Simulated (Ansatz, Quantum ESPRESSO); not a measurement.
**SrNb (Pm-3m): from the cell to the phonon bands**

Aim: the phonon dispersion of SrNb (Pm-3m), checked by a second program.

Program: Quantum ESPRESSO 7.5. Level of theory: DFT PBE, scalar-relativistic, plane waves, SPMS norm-conserving pseudopotentials. Results are calculated unless marked as measured.

Most raw output is cut from this account.

The structure was built from a prototype and need not be the compound's stable phase.

## (1) The starting structure

Symmetry: Pm-3m, No. 221, cubic system. Conventional cell: a = 4.108 Å, b = 4.108 Å, c = 4.108 Å, α = 90.00°, β = 90.00°, γ = 90.00°. Nearest to Nb lie 8 Sr at 3.56 Å. Nearest to Sr lie 8 Nb at 3.56 Å. Farther neighbours are not listed.

## (2) A probe with smearing

Before anything dear is run, a loose run with smearing shows whether this is a metal and how far the cell is from rest.

Input file probe.in:

```
&CONTROL
  calculation = 'scf'
  prefix      = 'x'
  outdir      = './tmp'
  pseudo_dir  = './pseudo'
  tprnfor     = .true.
  tstress     = .true.
  verbosity   = 'high'
/
&SYSTEM
  ibrav       = 0
  nat         = 2
  ntyp        = 2
  ecutwfc     = 60.0
  occupations = 'smearing'
  smearing    = 'gaussian'
  degauss     = 0.01
/
&ELECTRONS
  conv_thr         = 1.0d-07
  mixing_beta      = 0.7
  electron_maxstep = 100
/
ATOMIC_SPECIES
 Nb     92.9064  Nb.upf
 Sr     87.6200  Sr.upf
CELL_PARAMETERS angstrom
     4.108489250    0.000000000    0.000000000
     0.000000000    4.108489250    0.000000000
     0.000000000    0.000000000    4.108489250
ATOMIC_POSITIONS crystal
 Nb     0.000000000   0.000000000   0.000000000
 Sr     0.500000000   0.500000000   0.500000000
K_POINTS automatic
 4 4 4 0 0 0
```

Started as:

```
$ OMP_NUM_THREADS=1 mpirun -n 4 pw.x -nk 4 -in probe.in > probe.out
```

It took 2.5 s on 4 MPI ranks of Arm Neoverse V2, shared host; 9.6 s of CPU time.

Read from the output:

* volume per atom: 34.67 Å³
* pressure: -5.761 GPa
* gap on the k-mesh: 0 eV

No gap opens on this mesh, so smearing is kept; the start stands at -5.8 GPa.

## (3) Relaxation

Frequencies change by per cents with a per cent of volume, so the structure is first brought to rest at this level of theory.

Input file relax.in:

```
&CONTROL
  calculation   = 'vc-relax'
  prefix        = 'x'
  outdir        = './tmp'
  pseudo_dir    = './pseudo'
  tprnfor       = .true.
  tstress       = .true.
  forc_conv_thr = 2.0d-05
  etot_conv_thr = 1.0d-07
  nstep         = 40
/
&SYSTEM
  ibrav       = 0
  nat         = 2
  ntyp        = 2
  ecutwfc     = 60.0
  occupations = 'smearing'
  smearing    = 'mp'
  degauss     = 0.02
/
&ELECTRONS
  conv_thr         = 1.0d-11
  mixing_beta      = 0.7
  electron_maxstep = 100
/
&IONS
/
&CELL
  press_conv_thr = 0.2
/
ATOMIC_SPECIES
 Nb     92.9064  Nb.upf
 Sr     87.6200  Sr.upf
CELL_PARAMETERS angstrom
     4.108489250    0.000000000    0.000000000
     0.000000000    4.108489250    0.000000000
     0.000000000    0.000000000    4.108489250
ATOMIC_POSITIONS crystal
 Nb     0.000000000   0.000000000   0.000000000
 Sr     0.500000000   0.500000000   0.500000000
K_POINTS automatic
 8 8 8 0 0 0
```

Started as:

```
$ OMP_NUM_THREADS=1 mpirun -n 4 pw.x -nk 4 -in relax.in > relax.out
```

It took 52 s on 4 MPI ranks; 3.5 min of CPU time.

Step by step:

| step | energy less that of the first step (eV) | largest force (eV/Å) | pressure (GPa) | volume (Å³) |
| --- | --- | --- | --- | --- |
| 1 | 0.0000 | 0.0000 | -5.78 | 69.35 |
| 2 | -0.0696 | 0.0000 | -5.23 | 67.33 |
| 3 | -0.1575 | 0.0000 | -4.25 | 64.37 |
| 4 | -0.2473 | 0.0000 | -2.37 | 60.09 |
| 5 | -0.2768 | 0.0000 | 0.49 | 55.46 |
| 6 | -0.2779 | 0.0000 | -0.04 | 56.20 |
| 7 | -0.2779 | 0.0000 | 0.00 | 56.15 |
| 8 | -0.2779 | 0.0000 | 0.00 | 56.15 |
| 9 | -0.2777 | 0.0000 | -0.01 | 56.15 |

| conventional cell, symmetrised | before | after | change |
| --- | --- | --- | --- |
| a (Å) | 4.108 | 3.829 | -6.8 % |
| b (Å) | 4.108 | 3.829 | -6.8 % |
| c (Å) | 4.108 | 3.829 | -6.8 % |
| volume (Å³/atom) | 34.67 | 28.07 | -19.0 % |

Final coordinates:

```
Nb Sr
1.0
     3.82926    0.00000    0.00000
     0.00000    3.82926    0.00000
     0.00000    0.00000    3.82926
Nb Sr
1 1
Direct
  0.00000 0.00000 0.00000
  0.50000 0.50000 0.50000
```

The last row of the table of steps is pw.x's closing run on a basis chosen anew for the final cell, so its energy can jump.

Read from the output:

- volume per atom: 28.07 Å³
- pressure: -0.01300 GPa

The volume changes by -19.0 % from the cell with which this run began.

## (4) Self-consistent run for the response

The response is built on this ground state, so it is converged far tighter than an energy would need. Smearing stays on, as the first look found no gap above 0.3 eV.

Input file scf.in:

```
&CONTROL
  calculation = 'scf'
  prefix      = 'x'
  outdir      = './tmp'
  pseudo_dir  = './pseudo'
  tprnfor     = .true.
  tstress     = .true.
/
&SYSTEM
  ibrav       = 0
  nat         = 2
  ntyp        = 2
  ecutwfc     = 60.0
  occupations = 'smearing'
  smearing    = 'mp'
  degauss     = 0.02
/
&ELECTRONS
  conv_thr         = 1.0d-12
  mixing_beta      = 0.7
  electron_maxstep = 100
/
ATOMIC_SPECIES
 Nb     92.9064  Nb.upf
 Sr     87.6200  Sr.upf
CELL_PARAMETERS angstrom
     3.829259062    0.000000000    0.000000000
     0.000000000    3.829259062    0.000000000
     0.000000000    0.000000000    3.829259062
ATOMIC_POSITIONS crystal
 Nb     0.000000000   0.000000000   0.000000000
 Sr     0.500000000   0.500000000   0.500000000
K_POINTS automatic
 8 8 8 0 0 0
```

Started as:

```
$ OMP_NUM_THREADS=1 mpirun -n 4 pw.x -nk 4 -in scf.in > scf.out
```

It took 6.3 s on 4 MPI ranks; 25 s of CPU time.

The cell stands at -0.013 GPa, close enough for phonons.

## (5) Phonons on a q mesh

Linear response treats each wavevector in the unit cell, with no supercell; the 2×2×2 mesh fixes the range of the force constants to be had.

Input file ph.in:

```
phonons
&INPUTPH
  prefix       = 'x'
  outdir       = './tmp'
  fildyn       = 'x.dyn'
  tr2_ph       = 1.0d-18
  alpha_mix(1) = 0.4
  nmix_ph      = 8
  ldisp        = .true.
  nq1          = 2
  nq2          = 2
  nq3          = 2
/
```

Started as:

```
$ OMP_NUM_THREADS=1 mpirun -n 4 ph.x -nk 4 -in ph.in > ph.out
```

Elapsed: 8.8 min, on 4 MPI ranks.

Read from the output:

| Item | Value |
| --- | --- |
| largest acoustic frequency at the zone centre before the sum rule | -1.43 cm⁻¹ |
| highest optical zone-centre mode (no LO-TO term) | 157.3 cm⁻¹ |
| lowest optical zone-centre mode | 157.3 cm⁻¹ |
| lowest mode on the q mesh (acoustic ones at the zone centre apart) | -133.4 cm⁻¹ |

Frequencies (cm⁻¹) at each irreducible wavevector; negative means imaginary. Frequencies by wavevector:

| q (fractions) | star | mode 1 | mode 2 | mode 3 | mode 4 | mode 5 | mode 6 |
| --- | --- | --- | --- | --- | --- | --- | --- |
| 0 0 0 | 1 | -1.43 | -1.43 | -1.43 | 157.3 | 157.3 | 157.3 |
| 0 0 -0.5 | 3 | -107.2 | 100.6 | 100.6 | 101.7 | 101.7 | 135.3 |
| 0 -0.5 -0.5 | 3 | -133.4 | -133.4 | 83.19 | 118.6 | 147.5 | 147.5 |
| -0.5 -0.5 -0.5 | 1 | -118.4 | -118.4 | -118.4 | 121.6 | 121.6 | 121.6 |

The acoustic modes at Γ come out as far as 1.4 cm⁻¹ from zero, where they should vanish, a small numerical error.

## (6) Force constants in real space

The dynamical matrices of the mesh are Fourier-transformed to force constants in real space.

Input file q2r.in:

```
&INPUT
  fildyn = 'x.dyn'
  zasr   = 'simple'
  flfrc  = 'x.fc'
/
```

Started as:

```
$ q2r.x < q2r.in > q2r.out
```

The job ended after 0.47 s (1 thread).

## (7) Dispersion

From the force constants any wavevector is cheap; points of the mesh come back as solved, but for the sum rule and, in polar crystals, the LO-TO term at Γ; the rest is interpolation.

Input file matdyn.in:

```
&INPUT
  asr              = 'simple'
  flfrc            = 'x.fc'
  flfrq            = 'x.freq'
  flvec            = 'x.modes'
  q_in_band_form   = .true.
  q_in_cryst_coord = .true.
/
8
  0.0000000   0.0000000   0.0000000  12  ! GAMMA
  0.0000000   0.5000000   0.0000000  12  ! X
  0.5000000   0.5000000   0.0000000  12  ! M
  0.0000000   0.0000000   0.0000000  12  ! GAMMA
  0.5000000   0.5000000   0.5000000  12  ! R
  0.0000000   0.5000000   0.0000000   1  ! X
  0.5000000   0.5000000   0.5000000  12  ! R
  0.5000000   0.5000000   0.0000000   1  ! M
```

Started as:

```
$ matdyn.x -in matdyn.in > matdyn.out
```

It took 0.47 s on 1 thread.

Numbers from this step:

```
lowest frequency on the path : -133.4 cm⁻¹
```

Matdyn.x, sum rule simple. Phonon branches along the path, in cm⁻¹:

| point | branch 1 | branch 2 | branch 3 | branch 4 | branch 5 | branch 6 |
| --- | --- | --- | --- | --- | --- | --- |
| Γ | 0 | 0 | 0 | 157 | 157 | 157 |
| halfway | -61 | 51 | 51 | 140 | 142 | 142 |
| X | -107 | 101 | 101 | 102 | 102 | 135 |
| halfway | -123 | -71 | 92 | 110 | 128 | 146 |
| M | -133 | -133 | 83 | 119 | 148 | 148 |
| halfway | -88 | -24 | 68 | 121 | 131 | 147 |
| Γ | 0 | 0 | 0 | 157 | 157 | 157 |
| halfway | -70 | -70 | -45 | 122 | 133 | 133 |
| R | -118 | -118 | -118 | 122 | 122 | 122 |
| halfway | -126 | -67 | -26 | 111 | 123 | 144 |
| X | -107 | 101 | 101 | 102 | 102 | 135 |
| jump to R | -118 | -118 | -118 | 122 | 122 | 122 |
| halfway | -127 | -127 | 5 | 104 | 136 | 136 |
| M | -133 | -133 | 83 | 119 | 148 | 148 |

Lowest modes at the softest wavevector of the mesh; phase exp(i q.(R + tau)). The modes at q = (0.000, 0.500, 0.500) (shares of kinetic energy by element, %) (negative means imaginary):

| mode | frequency (cm⁻¹) | Nb % | Sr % |
| --- | --- | --- | --- |
| 1 | -133.4 | 88 | 12 |
| 2 | -133.4 | 88 | 12 |
| 3 | 83.2 | 0 | 100 |
| 4 | 118.6 | 100 | 0 |
| 5 | 147.5 | 12 | 88 |
| 6 | 147.5 | 12 | 88 |

Displacements in mode 2 (-133.4 cm⁻¹), the largest set to 1, in the home cell:
```
Nb1 0.00 0.00 1.00
Sr2 0.00 0.38 0.00
```

Displacements in mode 5 (147.5 cm⁻¹), the largest set to 1, in the home cell:
```
Nb1  0.00  0.35  0.00
Sr2  0.00  0.00 -1.00
```

Force constants by pair (phonopy on the run's constants); pairs near half the supercell's span include their periodic images. Pair force constants, by row:

| atom | neighbour | distance (Å) | third of the trace (eV/Å²) | along the pair's line (eV/Å²) |
| --- | --- | --- | --- | --- |
| Nb1 | itself | 0 | -0.2158 | – |
| Nb1 | Sr | 3.316 | -0.5128 | -1.57 |
| Nb1 | Nb | 3.829 | 1.417 | 4.21 |
| Nb1 | Nb | 5.415 | -0.0428 | -0.1961 |
| Nb1 | Nb | 6.632 | 0.1969 | 0.1969 |
| Sr2 | itself | 0 | 4.317 | – |
| Sr2 | Nb | 3.316 | -0.5128 | -1.57 |
| Sr2 | Sr | 3.829 | -0.1176 | -1.105 |
| Sr2 | Sr | 5.415 | 0.0394 | 0.0922 |
| Sr2 | Sr | 6.632 | 0.0201 | 0.0201 |

Mode patterns, pair constants, displacements and means over the zone were worked out by phonopy from the force constants of q2r.x.

The path dips to 133i cm⁻¹.

## (8) Sums over the zone

Sums over the zone need many more wavevectors than were solved, so the interpolation is sampled on a dense mesh.

Input file matdyn.in:

```
&INPUT
  asr    = 'simple'
  flfrc  = 'x.fc'
  dos    = .true.
  fldos  = 'x.dos'
  nk1    = 12
  nk2    = 12
  nk3    = 12
  deltaE = 0.3
/
```

Started as:

```
$ matdyn.x -in matdyn.in > matdyn.out
```

Elapsed: 3.9 s, on 1 thread.

Read from the output:

- share of modes beyond 3i cm⁻¹ on the dense interpolated mesh: 0.3039

The phonon density of states has structure finer than the step of the table below, so its rows give means over 10 cm⁻¹, whole bins alone (the curve runs from -133 to 156 cm⁻¹). Peaks (cm⁻¹: height): total -120.8: 0.0460, 86.2: 0.0346, 116.8: 0.0857, 145.6: 0.192; Nb -120.8: 0.0420, 64.6: 0.0161, 113.2: 0.0193, 145.6: 0.0380; Sr 86.2: 0.026, 116.8: 0.0690, 127.6: 0.0618, 145.6: 0.154.

Tetrahedra. Table of phonon density of states by wavenumber; means over each step; values in 1/cm⁻¹/cell:

| wavenumber (cm⁻¹) | total | Nb | Sr |
| --- | --- | --- | --- |
| -120 | 0.0406 | 0.0370 | 0.00362 |
| -110 | 0.0282 | 0.0255 | 0.00261 |
| -100 | 0.0217 | 0.0193 | 0.00234 |
| -90 | 0.0152 | 0.0134 | 0.00185 |
| -80 | 0.0132 | 0.0112 | 0.00191 |
| -70 | 0.0115 | 0.00972 | 0.00176 |
| -60 | 0.00910 | 0.00760 | 0.00150 |
| -50 | 0.00738 | 0.00609 | 0.00130 |
| -40 | 0.00614 | 0.00510 | 0.00104 |
| -30 | 0.00515 | 0.00426 | 8.9e-4 |
| -20 | 0.00431 | 0.00361 | 7.0e-4 |
| -10 | 0.00412 | 0.00347 | 6.4e-4 |
| 0 | 0.00429 | 0.00355 | 7.4e-4 |
| 10 | 0.00474 | 0.00378 | 9.7e-4 |
| 20 | 0.00596 | 0.00443 | 0.00153 |
| 30 | 0.00688 | 0.00494 | 0.00194 |
| 40 | 0.00941 | 0.00678 | 0.00263 |
| 50 | 0.0121 | 0.00888 | 0.00323 |
| 60 | 0.0172 | 0.0123 | 0.00483 |
| 70 | 0.0187 | 0.0123 | 0.00639 |
| 80 | 0.0198 | 0.0103 | 0.00951 |
| 90 | 0.0184 | 0.00507 | 0.0133 |
| 100 | 0.0122 | 0.00325 | 0.00895 |
| 110 | 0.0472 | 0.0166 | 0.0306 |
| 120 | 0.0555 | 0.0103 | 0.0452 |
| 130 | 0.0621 | 0.0107 | 0.0514 |
| 140 | 0.0770 | 0.0148 | 0.0622 |
| 150 | 0.0462 | 0.0118 | 0.0345 |

## (9) Zone-centre analysis

A rigid shift of the crystal must cost nothing, but grids and finite bases break this; the acoustic sum rule is imposed before the matrix is diagonalised again.

Input file dynmat.in:

```
&INPUT
  fildyn = 'x.dyn1'
  asr    = 'simple'
  fileig = 'dynmat.eig'
/
```

Started as:

```
$ dynmat.x -in dynmat.in > dynmat.out
```

Elapsed: 0.48 s, on 1 thread.

Unit eigenvectors of the mass-weighted matrix after the sum rule; no LO-TO term. The modes at Γ (shares of kinetic energy by element, %):

| mode | frequency (cm⁻¹) | symmetry | Nb % | Sr % |
| --- | --- | --- | --- | --- |
| 1 | 0.0 | acoustic | 51 | 49 |
| 2 | 0.0 | acoustic | 51 | 49 |
| 3 | 0.0 | acoustic | 51 | 49 |
| 4 | 157.3 | T1u | 49 | 51 |
| 5 | 157.3 | T1u | 49 | 51 |
| 6 | 157.3 | T1u | 49 | 51 |

Displacements in mode 4 (157.3 cm⁻¹), the largest set to 1:
```
Nb1  0.14  0.48 -0.94
Sr2 -0.15 -0.51  1.00
```

The rule moves no optical mode by more than 0.1 cm⁻¹.

## (10) Sum rules set otherwise (asr crystal)

The rule can be imposed in more than one way; the choices should agree where the raw error is small.

Input file dynmat.in:

```
&INPUT
  fildyn = 'x.dyn1'
  asr    = 'crystal'
  fileig = 'dynmat.eig'
/
```

Started as:

```
$ dynmat.x -in dynmat.in > dynmat.out
```

The job ended after 0.47 s (1 thread).

Zone-centre frequencies as printed; negative means imaginary. Modes:

| mode | frequency (cm⁻¹) |
| --- | --- |
| 1 | 0 |
| 2 | 0 |
| 3 | 0 |
| 4 | 157.3 |
| 5 | 157.3 |
| 6 | 157.3 |

Against the first rule no mode moves by more than 0.1 cm⁻¹.

## (11) Sum rules set otherwise (asr no)

Without the rule the raw error of the acoustic modes shows.

Input file dynmat.in:

```
&INPUT
  fildyn = 'x.dyn1'
  asr    = 'no'
  fileig = 'dynmat.eig'
/
```

Started as:

```
$ dynmat.x -in dynmat.in > dynmat.out
```

Elapsed: 0.46 s, on 1 thread.

Zone-centre frequencies as printed; negative means imaginary. Modes:

| mode | frequency (cm⁻¹) |
| --- | --- |
| 1 | -1.43 |
| 2 | -1.43 |
| 3 | -1.43 |
| 4 | 157.3 |
| 5 | 157.3 |
| 6 | 157.3 |

Against the first rule no mode moves by more than 1.5 cm⁻¹.

## (12) The dispersion under another sum rule (asr crystal)

The sum rule corrects the force constants themselves, so it can shift branches at any wavevector, low ones most.

Input file matdyn.in:

```
&INPUT
  asr              = 'crystal'
  flfrc            = 'x.fc'
  flfrq            = 'x.freq'
  flvec            = 'x.modes'
  q_in_band_form   = .true.
  q_in_cryst_coord = .true.
/
8
  0.0000000   0.0000000   0.0000000   8  ! GAMMA
  0.0000000   0.5000000   0.0000000   8  ! X
  0.5000000   0.5000000   0.0000000   8  ! M
  0.0000000   0.0000000   0.0000000   8  ! GAMMA
  0.5000000   0.5000000   0.5000000   8  ! R
  0.0000000   0.5000000   0.0000000   1  ! X
  0.5000000   0.5000000   0.5000000   8  ! R
  0.5000000   0.5000000   0.0000000   1  ! M
```

Started as:

```
$ matdyn.x -in matdyn.in > matdyn.out
```

Run time: 0.47 s. Hardware: 1 thread.

At the labelled points the branches move by no more than 0.2 cm⁻¹.

## (13) The same in Ansatz

The same cell goes through another code, with its own cutoff. The potentials differ. Its k mesh is centred on Γ.

This step: DFT PBE, scalar-relativistic, plane waves, PseudoDojo norm-conserving pseudopotentials (Ansatz 0.2.0).

Input file input.yaml:

```yaml
crystal:
  lattice:
    - [3.829259062, 0.0, 0.0]
    - [0.0, 3.829259062, 0.0]
    - [0.0, 0.0, 3.829259062]
  atoms:
    - { symbol: Nb, position: [0.0, 0.0, 0.0] }
    - { symbol: Sr, position: [0.5, 0.5, 0.5] }
kpoints:
  mp_grid: { grid: [8, 8, 8] }
hamiltonian:
  xc: pbe
  pseudopotentials: { kind: nc, accuracy: standard }
scf:
  occupations: { method: methfessel_paxton, width: 0.27211 }
output:
  eigenvalues: true
phonons:
  method: dfpt
  qmesh: [2, 2, 2]
  temperatures: { t_max: 1000, t_step: 50 }
  qpath:
    path:
      - [[0.0, 0.0, 0.0], [0.0, 0.5, 0.0], [0.5, 0.5, 0.0], [0.0, 0.0, 0.0], [0.5, 0.5, 0.5], [0.0, 0.5, 0.0]]
      - [[0.5, 0.5, 0.5], [0.5, 0.5, 0.0]]
    npoints: 12
```

Started as:

```
$ ansatz run input.yaml --threads 4 --pin off --max-ram 8192MiB --backend cpu --events-out ev --progress --plain --runs-dir out
```

The job ended after 67 s (4 threads; peak memory 1.3 GiB).

This step gave:

```yaml
sum_rule_residual_before_enforcement: 4.96e-5 eV/Å²
lowest_frequency_on_the_path: -133.6 cm⁻¹
share_of_modes_beyond_3i_cm_minus1_on_the_dense_interpolated_mesh: 0.3132
lowest_mode_on_the_q_mesh_acoustic_ones_at_the_zone_centre_apart: -133.6 cm⁻¹
```

## (14) Side by side: QE SPMS and Ansatz, PseudoDojo

Worked out from the results:

```
root-mean-square difference             : 0.14 cm⁻¹
largest difference                      : 0.38 cm⁻¹
root-mean-square difference on the path : 0.2 cm⁻¹
largest difference on the path          : 1.9 cm⁻¹
```

The 12 of 21 modes that differ most. Frequencies side by side:

| q (reciprocal lattice) | mode | QE SPMS (cm⁻¹) | Ansatz, PseudoDojo (cm⁻¹) |
| --- | --- | --- | --- |
| 0 0 -0.5 | 1 | -107.2 | -107.4 |
| 0 0 -0.5 | 2 | 100.6 | 100.5 |
| 0 0 -0.5 | 3 | 100.6 | 100.5 |
| 0 0 -0.5 | 4 | 101.7 | 101.5 |
| 0 0 -0.5 | 5 | 101.7 | 101.5 |
| 0 0 -0.5 | 6 | 135.3 | 135.4 |
| 0 -0.5 -0.5 | 1 | -133.4 | -133.6 |
| 0 -0.5 -0.5 | 2 | -133.4 | -133.6 |
| 0 -0.5 -0.5 | 3 | 83.19 | 82.81 |
| 0 -0.5 -0.5 | 4 | 118.6 | 118.5 |
| 0 -0.5 -0.5 | 5 | 147.5 | 147.6 |
| 0 -0.5 -0.5 | 6 | 147.5 | 147.6 |

At the solved wavevectors the largest difference (acoustic modes at Γ apart) is 0.2 % of the highest mode.

## (15) Outcome

- space group after relaxation: Pm-3m
- volume per atom: 28.1 Å³
- highest optical zone-centre mode (no LO-TO term): 157.3 cm⁻¹
- q mesh: 2×2×2
- lowest mode on the q mesh (acoustic ones at the zone centre apart): -133.4 cm⁻¹
- imaginary modes on the q mesh: yes
- largest difference from Ansatz, PseudoDojo: 0.38 cm⁻¹

In words: SrNb (Pm-3m) is unstable: a mode solved on the 2×2×2 mesh is imaginary, 133i cm⁻¹; its spectrum reaches 157 cm⁻¹. At the PBE level the optical modes of SrNb (Pm-3m) at the zone centre lie at 157 cm⁻¹. The most unstable solved mode lies at q = (0, -0.5, -0.5), on the zone boundary, so the distortion that it points to doubles the cell. QE SPMS and Ansatz, PseudoDojo agree to 0.38 cm⁻¹ (0.2 % of the highest mode compared) on all solved modes but the acoustic ones at Γ, without the LO-TO term. These are harmonic frequencies at zero temperature: anharmonic shifts and linewidths and thermal expansion are left out. In a metal the frequencies hang on the k mesh and the smearing, most of all near Kohn anomalies. The runs are without spin polarisation, although the cell has an odd electron count or an open d or f shell, so a magnetic state was not tested. The q mesh stands for a supercell only 7.7 Å across, so branches between the solved wavevectors are rough. The structure is a hypothetical one, built on a prototype.

[Host names and launcher messages were left out of these logs when they were recorded.]

[Logs are printed without paths, hosts, clocks, repeated set-up lines and the standing remarks that a program may print on its own settings, such as how far it seeks lower states.]

[Hosts, paths, dates, database ids (printed as entryN), source tags and the programs' standing remarks are cut or masked in the printed files.]
